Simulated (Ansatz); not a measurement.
# Relaxing random alloy of the fcc Cu-Al line, x = 0.0938 (128 atoms), part 3 of 3

Wanted: the relaxed structure of random alloy of the fcc Cu-Al line, x = 0.0938 (128 atoms) and its electronic structure.

Ansatz 0.2.0; Kohn-Sham DFT, PBE, PAW (set soft_2), plane waves.

The cell: 116 Cu and 12 Al. The host structure and its lattice constant were typed by rule, without a check against the phase diagram.

So far. Step 3 (Cell and atoms relaxed): The relaxation changed the energy by -7.06 meV/atom, and atoms moved by 0.04 Å r.m.s., 0.12 Å at most. Step 6 (K-mesh 3×3×3): Forces differ from those of the single point at the relaxed geometry by 7.0 meV/Å r.m.s.; the energy by +1.1 meV/atom and the pressure by +0.087 GPa. It took 32 s and 10 cycles; the reference's time can't be set against it, since the two runs asked for unlike analyses.

## 7. Functional r2SCAN (500 eV)

The meta-GGA r2SCAN uses the kinetic energy density as well as the density and its gradient. Besides, the cutoff goes from 420 to 500 eV.

This step: Kohn-Sham DFT, r2SCAN, PAW (set soft_2), plane waves (Ansatz 0.2.0).

Input file input.yaml:

```yaml
crystal:
  lattice:
    - [-7.26287, 7.32474, 7.32341]
    - [7.26556, -7.31912, 7.32049]
    - [7.26408, 7.32033, -7.31779]
  atoms:
    [... the 128 atom lines of step 5 ...]
kpoints:
  mp_grid: { grid: [2, 2, 2] }
hamiltonian:
  xc: r2scan
scf:
  occupations: { method: fermi_dirac, width: 0.1 }
output:
  forces: true
  stress: true
  populations: true
  dos:
    method: { smearing: { sigma: 0.08 } }
    de: 0.05
    projected: { site_lists: { Al: [Al], Cu: [Cu] } }
  eigenvalues: true
```

On the command line:

```
> ansatz run input.yaml --threads 11 --pin off --max-ram 102400MiB --backend cuda --events-out ev --progress --plain --runs-dir out
```

Numbers of over 12 decimals in the logs are rounded to 6 here.

The log of the run:

```text
[...]
GPU FFT provider: cuFFT
GPU libraries: cuBLAS 13.8.2, cuFFT 12.4.0, cuSOLVER 12.3.4
Crystal: 128 atoms, lattice volume = 1558.020 Å³
Basis set: ecut = 500 eV, 39523 PW (Γ), exchange–correlation on 384×384×384 points (64 copies of the dense FFT grid, shifted against one another)
Bands: 1344, of which v1, the nominal top of the filled ones, is band 1120 counted from 1 (1119 counted from 0)
Symmetry: 1 space group operations
[...]
k-points: 8
[...]
GPU buffer pool allocated for 884736 grid points (all kernels)
[...]
SCF iter   1: F=—  HF=-775719.278232 eV  |F-HF|=—  |Δ(HF+E_count)|=         —  Δρ=4.00e-2  dr2=1.44e1  dr2_τ=1.63e-1  ethr=1.77e-3  ⟨swp⟩=5.0  Hψ=37139  notcnv=0  defer=599
[...]
SCF iter  13: F=—  HF=-775716.901464 eV  |F-HF|=—  |Δ(HF+E_count)|=   4.03e-8  Δρ=3.86e-6  dr2=6.04e-7  dr2_τ=7.78e-9  ethr=9.61e-11  ⟨swp⟩=2.0  Hψ=14209  notcnv=0  defer=1385
SCF iter  14: F=-775716.901464 eV  HF=-775716.901464 eV  |F-HF|=4.45e-8  |Δ(HF+E_count)|=   3.26e-8  Δρ=2.30e-6  dr2=7.92e-8  dr2_τ=1.20e-9  ethr=4.46e-12  ⟨swp⟩=7.0  Hψ=45398  notcnv=0
SCF 1 converged in 14 iterations: F = -775716.901464 eV  dr2 = 7.92e-8
[...]
SCF converged after 14 iterations
Free energy (F): -775716.901464 eV
[...]
Internal energy: -775715.626025 eV  (E = F + TS)
E sigma→0 (E₀):  -775716.263744 eV
Entropy (-TS):   -1.275439 eV (-9.964 meV/atom)
Fermi energy:    15.665313 eV
[...]
Σ components = -775716.901464   (vs F -775716.901464, Δ=0.00e0)
--- Forces (eV/Å), atoms counted from 1 ---
  atom   1  Cu    -0.00061830    -0.03309159     0.02143934
  atom   2  Cu    -0.00216721    -0.03071434     0.00769010
  atom   3  Cu     0.00115991    -0.00328063     0.00225769
  atom   4  Cu     0.01818308    -0.04398697     0.01974975
[...]
atom 128  Cu    -0.02124011     0.00158689     0.02328884
  max |Σ_I F_I| component: 4.27e-6 eV/Å
--- Stress (GPa, compression-positive) ---
       -5.901060       0.005803      -0.001998
        0.005803      -5.830324       0.010510
       -0.001998       0.010510      -5.832336
  P = ⅓ Tr σ = -5.8546 GPa (-58.546 kbar)
--- Band table (eV; the first three rows and the last of 8) ---
[...]
--- Löwdin populations: 128 sites ---
  site symbol       q [e]
     0     Cu     18.7544
     1     Cu     18.6796
     2     Cu     18.8260
[...]
127     Cu     18.7509
  spilling = 0.008076 (of n_electrons = 2240.000000)
```

Run time: 22 s. Hardware: 1 × NVIDIA H100 80GB HBM3 with 11 threads of AMD EPYC 7R13 (Zen 3), shared host; peak memory 8.2 GiB.

That memory is the host's.

Geometry and reference: those of the single point at the relaxed geometry.

Forces differ from those of the single point at the relaxed geometry by 16 meV/Å r.m.s.; the pressure by -5.9 GPa. It took 22 s and 14 cycles; the reference's time can't be set against it, since the two runs asked for unlike analyses.

## 8. Functional PBEsol

PBEsol restores the gradient expansion of exchange for slowly varying densities and usually gives shorter bonds in solids than PBE.

This step: Kohn-Sham DFT, PBEsol, PAW (set soft_2), plane waves (Ansatz 0.2.0).

Changes to input.yaml since step 7:

```diff
@@ -10,3 +10,3 @@
 hamiltonian:
-  xc: r2scan
+  xc: pbesol
 scf:
```

The log of the run:

```text
[...]
GPU FFT provider: cuFFT
GPU libraries: cuBLAS 13.8.2, cuFFT 12.4.0, cuSOLVER 12.3.4
Crystal: 128 atoms, lattice volume = 1558.020 Å³
Basis set: ecut = 420 eV, 30493 PW (Γ), exchange–correlation on 180×180×180 points (8 copies of the dense FFT grid, shifted against one another)
Bands: 1344, of which v1, the nominal top of the filled ones, is band 1120 counted from 1 (1119 counted from 0)
Symmetry: 1 space group operations
[...]
k-points: 8
[...]
GPU buffer pool allocated for 729000 grid points (all kernels)
[...]
SCF iter   1: F=—  HF=-770600.704417 eV  |F-HF|=—  |Δ(HF+E_count)|=         —  Δρ=1.82e-2  dr2=2.77e0  ethr=1.77e-3  ⟨swp⟩=5.0  Hψ=37450  notcnv=0  defer=768
[...]
SCF iter   9: F=—  HF=-770600.096911 eV  |F-HF|=—  |Δ(HF+E_count)|=   2.33e-8  Δρ=7.16e-6  dr2=8.76e-7  ethr=1.08e-10  ⟨swp⟩=2.1  Hψ=18304  notcnv=0  defer=1361
SCF iter  10: F=-770600.096911 eV  HF=-770600.096911 eV  |F-HF|=9.21e-8  |Δ(HF+E_count)|=   1.33e-7  Δρ=1.35e-6  dr2=9.69e-8  ethr=4.46e-12  ⟨swp⟩=8.9  Hψ=56014  notcnv=0
SCF 1 converged in 10 iterations: F = -770600.096911 eV  dr2 = 9.69e-8
[...]
SCF converged after 10 iterations
Free energy (F): -770600.096911 eV
[...]
Internal energy: -770598.755706 eV  (E = F + TS)
E sigma→0 (E₀):  -770599.426308 eV
Entropy (-TS):   -1.341205 eV (-10.478 meV/atom)
Fermi energy:    15.676150 eV
[...]
Σ components = -770600.096911   (vs F -770600.096911, Δ=0.00e0)
--- Forces (eV/Å), atoms counted from 1 ---
  atom   1  Cu    -0.00411776    -0.04144706     0.02487449
  atom   2  Cu     0.00481590    -0.05278770     0.00500252
  atom   3  Cu    -0.00195067    -0.00150898     0.00358760
  atom   4  Cu     0.02564159    -0.06178920     0.02938128
[...]
atom 128  Cu    -0.03287940     0.00235491     0.03166616
  max |Σ_I F_I| component: 8.01e-6 eV/Å
--- Stress (GPa, compression-positive) ---
       -7.339047       0.006922       0.000489
        0.006922      -7.280506       0.003203
        0.000489       0.003203      -7.277233
  P = ⅓ Tr σ = -7.2989 GPa (-72.989 kbar)
--- Band table (eV; the first three rows and the last of 8) ---
[...]
--- Löwdin populations: 128 sites ---
  site symbol       q [e]
     0     Cu     18.7543
     1     Cu     18.6819
     2     Cu     18.8224
[...]
127     Cu     18.7504
  spilling = 0.008173 (of n_electrons = 2240.000000)
```

Run time: 14 s. Hardware: 1 × NVIDIA H100 80GB HBM3 with 11 threads; peak memory 6.7 GiB.

That memory is the host's; the program planned up to 73 GiB on the GPU.

Geometry and reference: those of the single point at the relaxed geometry.

Forces differ from those of the single point at the relaxed geometry by 23 meV/Å r.m.s.; the pressure by -7.3 GPa.

## 9. What each setting buys

Each row is set against the single point at the relaxed geometry (Kohn-Sham DFT, PBE, PAW (set soft_2), plane waves; r.m.s. force component 0.00414 eV/Å). Energies are set beside the reference only for runs with its functional, potentials and electron count. Times are for 1 × NVIDIA H100 80GB HBM3 with 11 threads of AMD EPYC 7R13 (Zen 3), shared host. The reference's time includes grids, which some other runs skip.

```csv
run,"Δ force, r.m.s. (meV/Å)",Δ energy (meV/atom),Δ pressure (GPa),cycles,time,host memory (GiB)
reference,-,-,-,10,14 s,6.7
k-mesh 3×3×3,7.00,1.07,0.087,10,32 s,8.9
functional r2SCAN (500 eV),15.7,-,-5.88,14,22 s,8.2
functional PBEsol,23.4,-,-7.33,10,14 s,6.7
```

## 10. Summary of results

| Property | Result |
| --- | --- |
| energy change in the relaxation | -7.057 meV/atom |
| r.m.s. displacement | 0.04 Å |
| largest displacement | 0.117 Å |
| free energy per atom | -6054.5285 eV/atom |
| density | 8.201 g/cm³ |
| pressure | 0.02932 GPa |
| r.m.s. force component | 0.00414 eV/Å |
| wall time of the 6 DFT runs | 2 min |

**Reading.** Relaxation lowers the energy by 7.06 meV/atom and moves atoms by 0.04 Å r.m.s.; the r.m.s. force component goes from 0.18 to 0.0041 eV/Å. Displacements are taken in the final cell, so they leave out its strain. By the final cutoffs no bond was broken or made. The cell shrank by 1.7 % in volume. From the first step to the last the energy fell by 0.903 eV, across changes of basis, and the largest move was 0.12 Å (Al58). The Cu-Cu bonds go from 2.598 Å (spread 0.028) to 2.581 Å (spread 0.012). Counting bonds as in the table, all Al atoms have 12 and all Cu atoms have 12 bonded neighbours. 116 levels are partly filled, by over 2 % (on the run's k-points), as in a metal.

Among the changes of functional, dispersion, potentials or spin set against this reference, functional PBEsol moves the forces most, by 23 meV/Å r.m.s.

[Logs are printed without paths, hosts, clocks, repeated set-up lines and the standing remarks that a program may print on its own settings, such as how far it seeks lower states.]

[Hosts, paths, dates, database ids (printed as entryN), source tags and the programs' standing remarks are cut or masked in the printed files.]
